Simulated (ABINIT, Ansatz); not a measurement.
# RbCdH3 (Pm-3m): zone-centre phonons, part 5 of 5

Wanted: the vibrations of RbCdH3 (Pm-3m) at Γ, by two programs.

ABINIT 10.8.3; DFT PBE, scalar-relativistic, plane waves, PseudoDojo norm-conserving pseudopotentials.

So far, lowest optical zone-centre mode (cm⁻¹): step 5 (zone-centre analysis) 89.3; step 6 (ASR 0, chneut 0) 89.3.

The structure was built from a prototype and need not be the compound's stable phase.

## Step 7: The same in Ansatz

A second program on the same cell, potentials, cutoff and meshes tests the implementation of the phonon response, not its convergence.

This step: DFT PBE, scalar-relativistic, plane waves, PseudoDojo norm-conserving pseudopotentials (Ansatz 0.2.0).

Input file input.yaml:

```yaml
crystal:
  lattice:
    - [4.2140081557, 0.0, 0.0]
    - [0.0, 4.2140081557, 0.0]
    - [0.0, 0.0, 4.2140081557]
  atoms:
    - { symbol: Rb, position: [0.0, 0.0, 0.0] }
    - { symbol: Cd, position: [0.5, 0.5, 0.5] }
    - { symbol: H, position: [0.5, 0.5, 0.0] }
    - { symbol: H, position: [0.5, 0.0, 0.5] }
    - { symbol: H, position: [0.0, 0.5, 0.5] }
kpoints:
  mp_grid: { grid: [6, 6, 6] }
hamiltonian:
  xc: pbe
  pseudopotentials: { kind: nc, accuracy: standard }
scf:
  occupations: { method: fermi_dirac, width: 0.27211 }
output:
  eigenvalues: true
basis:
  ecutwfc: 1278.935
phonons:
  method: dfpt
```

Command:

```console
> ansatz run input.yaml --threads 4 --pin off --max-ram 8192MiB --backend cpu --events-out ev --progress --plain --runs-dir out
```

Numbers of over 12 decimals in the logs are rounded to 6 here.

What it wrote:

```text
Warning: basis.ecutwfc = 1278.935 eV is below the records' recommended 1387.780699 eV, and the density's cutoff is lower with it unless basis.ecutrho_ratio is high enough to keep the records' density cutoff: compare with a run at a higher cutoff
band count auto-derived: 22 (N_el = 32.0; filled up to band 16; 21 by the electrons, moments and atoms)
zone centre: on kpoints.mp_grid the ground state, and the responses unless they are solved on pairs of k-points, stand on 64 of the mesh's 216 k-points, reduced under 8 symmetry operations, with k and −k counted as one. Each operation leaves every solved displacement unchanged or reverses it
Engine: ansatz 0.2.0, aarch64-unknown-linux-gnu
Pseudopotentials: kind: nc
Pseudopotential: Rb, nc, valence charge 9, recommended cutoff 630 eV (normal), Rb.nc.azcp (PseudoDojo's, or run here from an input of PseudoDojo's; its table is named by hamiltonian.pseudopotentials.accuracy)
Pseudopotential: Cd, nc, valence charge 20, recommended cutoff 1387.780699 eV (normal), Cd.nc.azcp (PseudoDojo's, or run here from an input of PseudoDojo's; its table is named by hamiltonian.pseudopotentials.accuracy)
Pseudopotential: H, nc, valence charge 1, recommended cutoff 979.609905 eV (normal), H.nc.azcp (PseudoDojo's, or run here from an input of PseudoDojo's; its table is named by hamiltonian.pseudopotentials.accuracy)
Functional definition: PBE
  parameter kappa = 0.804
  parameter beta = 0.066725
  exchange = pbe_x(kappa = kappa, mu = beta*pi^2/3)
  correlation = pbe_c(beta = beta)
Crystal: 5 atoms, lattice volume = 74.832 Å³
Basis set: ecut = 1278.935 eV, 7809 PW (Γ), exchange–correlation on 100×100×100 points (8 copies of the dense FFT grid, shifted against one another)
Bands: 22, of which v1, the nominal top of the filled ones, is band 16 counted from 1 (15 counted from 0)
Symmetry: 48 space group operations
k-points: 64 of 216 (irreducible under 8 space group operations)
Non-local potential: Rb, projectors of the file, l = 0: 2, l = 1: 2, l = 2: 2, l = 3: 1
Non-local potential: Cd, projectors of the file, l = 0: 2, l = 1: 2, l = 2: 2
Non-local potential: H, projectors of the file, l = 0: 2, l = 1: 1
Initial density: superposition of atomic densities (chi_scale 0.1, normalization cell, long waves kept (reshape's long-wave potential 0.01 eV rms))
Initial wavefunctions: pseudopotential atomic-orbital guess
Functional: x = pbe(κ = 0.804, μ = 0.219515), c = pbe(β = 0.066725)
SCF iter   1: F=—  HF=-5555.537093 eV  |F-HF|=—  |Δ(HF+E_count)|=         —  Δρ=7.85e-2  dr2=5.80e0  ethr=3.10e-3  ⟨swp⟩=6.2  Hψ=7177  notcnv=0
preconditioner: auto → Kerker (q_TF=auto, 2.368 Å⁻¹)  [metal: Δε(μ)=0.408 eV  Ē_g=11.659 eV  σ=0.272 eV  W_gap=0.36  n_scr=18 (ndim 8)  ℏωp=20.1 eV  f_vac=0.000  D(μ)=0.21/eV (n_scr^D=0)]
SCF iter   2: F=—  HF=-5553.945685 eV  |F-HF|=—  |Δ(HF+E_count)|=    1.59e0  Δρ=3.11e-2  dr2=1.08e0  ethr=3.10e-3  ⟨swp⟩=2.2  Hψ=3231  notcnv=0
SCF iter   3: F=—  HF=-5553.586277 eV  |F-HF|=—  |Δ(HF+E_count)|=   3.59e-1  Δρ=1.01e-2  dr2=1.43e-1  ethr=3.10e-3  ⟨swp⟩=2.0  Hψ=2275  notcnv=0
SCF iter   4: F=—  HF=-5553.548510 eV  |F-HF|=—  |Δ(HF+E_count)|=   3.78e-2  Δρ=3.34e-3  dr2=1.20e-2  ethr=4.47e-4  ⟨swp⟩=2.1  Hψ=2227  notcnv=0
SCF iter   5: F=—  HF=-5553.545315 eV  |F-HF|=—  |Δ(HF+E_count)|=   3.19e-3  Δρ=1.27e-3  dr2=1.16e-3  ethr=3.76e-5  ⟨swp⟩=2.1  Hψ=2439  notcnv=0
SCF iter   6: F=—  HF=-5553.545051 eV  |F-HF|=—  |Δ(HF+E_count)|=   2.64e-4  Δρ=4.64e-4  dr2=8.92e-5  ethr=3.63e-6  ⟨swp⟩=2.9  Hψ=2582  notcnv=0
SCF iter   7: F=—  HF=-5553.545110 eV  |F-HF|=—  |Δ(HF+E_count)|=   5.80e-5  Δρ=2.04e-4  dr2=6.69e-6  ethr=2.79e-7  ⟨swp⟩=2.1  Hψ=2115  notcnv=0
SCF iter   8: F=—  HF=-5553.545121 eV  |F-HF|=—  |Δ(HF+E_count)|=   1.16e-5  Δρ=1.63e-5  dr2=9.10e-8  ethr=2.09e-8  ⟨swp⟩=2.0  Hψ=2378  notcnv=0
SCF iter   9: F=—  HF=-5553.544523 eV  |F-HF|=—  |Δ(HF+E_count)|=   5.98e-4  Δρ=6.15e-6  dr2=9.23e-9  ethr=2.84e-10  ⟨swp⟩=2.0  Hψ=2459  notcnv=0
SCF iter  10: F=—  HF=-5553.544523 eV  |F-HF|=—  |Δ(HF+E_count)|=   7.29e-9  Δρ=8.10e-7  dr2=3.97e-10  ethr=2.88e-11  ⟨swp⟩=2.0  Hψ=2440  notcnv=0
SCF iter  11: F=-5553.544523 eV  HF=-5553.544523 eV  |F-HF|=6.37e-12  |Δ(HF+E_count)|=  4.80e-10  Δρ=2.17e-7  dr2=8.72e-12  ethr=1.00e-12  ⟨swp⟩=7.2  Hψ=10594  notcnv=0
SCF 1 converged in 11 iterations: F = -5553.544523 eV  dr2 = 8.72e-12
DFPT response loops at Γ: preconditioner auto → Kerker (q_TF=auto, 2.368 Å⁻¹) (partly filled bands, converged f_vac=0.013); β = 1.00, the filter's whole step (`scf.mixing.beta` (0.50) is not read by the response loops under this deck's `scf.mixing.preconditioner`; to damp them name `kerker` or `kerker_dos`, under which they read `scf.mixing.beta`, and type it under 1.00, their step now; both keys bind the ground state too); Broyden in place of MSR1
SCF converged after 11 iterations
Free energy (F): -5553.544523 eV
Harris-Foulkes:  -5553.544523 eV  (|F-HF|=6.37e-12)
Internal energy: -5553.460012 eV  (E = F + TS)
E sigma→0 (E₀):  -5553.502267 eV
Entropy (-TS):   -0.084511 eV (-16.902 meV/atom)
Fermi energy:    6.794453 eV
--- Per-component energies (eV) ---
  E_band       = -590.028853
  E_kinetic    = 1913.780139
  E_local      = -5672.122654  (includes V_loc(G=0)·N_el)
  E_nonlocal   = 82.044720
  E_hartree    = 1919.642157
  E_xc         = -877.905355
  E_vxc        = -753.015473  (∫ρ·V_xc dr)
  E_ewald      = -2918.899018
  E_smearing   = -0.084511  (= −TS)
  E_closure    = -0.000000  (closes the sum)
  Σ components = -5553.544523   (vs F -5553.544523, Δ=0.00e0)
--- Band table (eV; the first three rows and the last of 64) ---
  k-point 0: bands = [... 12 lower, -1.3840, -0.2228, 6.3648, 6.3648, 10.8502, 10.8502, 10.8502, 13.4317, ... 2 higher]
  k-point 1: bands = [... 12 lower, -1.3827, 0.0826, 5.5764, 6.4588, 10.7040, 10.7040, 11.0049, 12.6672, ... 2 higher]
  k-point 2: bands = [... 12 lower, -1.3802, 0.8894, 3.9774, 6.6763, 10.4044, 10.4044, 11.5612, 11.7048, ... 2 higher]
  k-point 63: bands = [... 12 lower, -1.3851, 3.2210, 3.2210, 3.2210, 5.6333, 12.6565, 12.6565, 12.6565, ... 2 higher]
--- Phonons (Γ-DFPT): 4 representative perturbations + reference, on 64 of 216 k-points (Σ response iterations 12) ---
  k mesh reduced under 8 symmetry operations, with k and −k counted as one. Each operation leaves every solved displacement unchanged or reverses it
  ASR residual: 8.868e-4 → 0.000e0 eV/Å²; symmetrization residual: 3.803e-6 eV/Å²
  ASR residual per site (eV/Å²): 1.08e-5 8.87e-4 2.19e-5 2.19e-5 2.19e-5
  Γ frequencies (cm⁻¹): 0.00 0.00 0.00 89.36 89.36 89.36 402.59 402.59 402.59 604.59 604.59 604.59 951.36 951.36 951.36
  non-analytic LO–TO correction: not included (Born effective charges unavailable; polar crystals: no LO–TO splitting at Γ)
```

The job ended after 50 s (4 threads of Arm Neoverse V1, shared host; peak memory 1.7 GiB).

Numbers from this step:

* sum-rule residual before enforcement: 8.87e-4 eV/Å²
* lowest optical zone-centre mode: 89.36 cm⁻¹

## Step 8: Side by side: ABINIT PseudoDojo and Ansatz, PseudoDojo

Numbers from this step:

```yaml
root_mean_square_difference: 0.05 cm⁻¹
largest_difference: 0.08 cm⁻¹
```

At the zone centre the largest difference (acoustic modes at Γ apart) is 0.008 % of the highest mode.

## Step 9: Outcome

| Item | Value |
| --- | --- |
| space group after relaxation | Pm-3m |
| volume per atom | 15.0 Å³ |
| highest optical zone-centre mode (no LO-TO term) | 951.4 cm⁻¹ |
| lowest optical zone-centre mode | 89.3 cm⁻¹ |
| imaginary optical modes at the zone centre (no q mesh in this session) | none |
| largest difference from Ansatz, PseudoDojo | 0.08 cm⁻¹ |

At the PBE level the optical modes of RbCdH3 (Pm-3m) at the zone centre run from 89 to 951 cm⁻¹. ABINIT PseudoDojo and Ansatz, PseudoDojo agree to 0.08 cm⁻¹ (0.008 % of the highest mode compared) on all solved modes but the acoustic ones at Γ, without the LO-TO term. These are harmonic frequencies: anharmonic shifts and widths and the lattice's thermal expansion are left out. The Fermi-Dirac smearing of 0.01 Ha is an electronic temperature of 3158 K, which adds a pressure of its own and can shift the volume and soft modes. In a metal the frequencies hang on the k mesh and the smearing, most of all near Kohn anomalies. Ansatz warns that the cutoff lies 8 % under the one recommended for these files; agreement at one cutoff is not convergence. The structure is a hypothetical one, built on a prototype.

[Host names and launcher messages were left out of these logs when they were recorded.]

[Logs are printed without paths, hosts, clocks, repeated set-up lines and the standing remarks that a program may print on its own settings, such as how far it seeks lower states.]

[Hosts, paths, dates, database ids (printed as entryN), source tags and the programs' standing remarks are cut or masked in the printed files.]
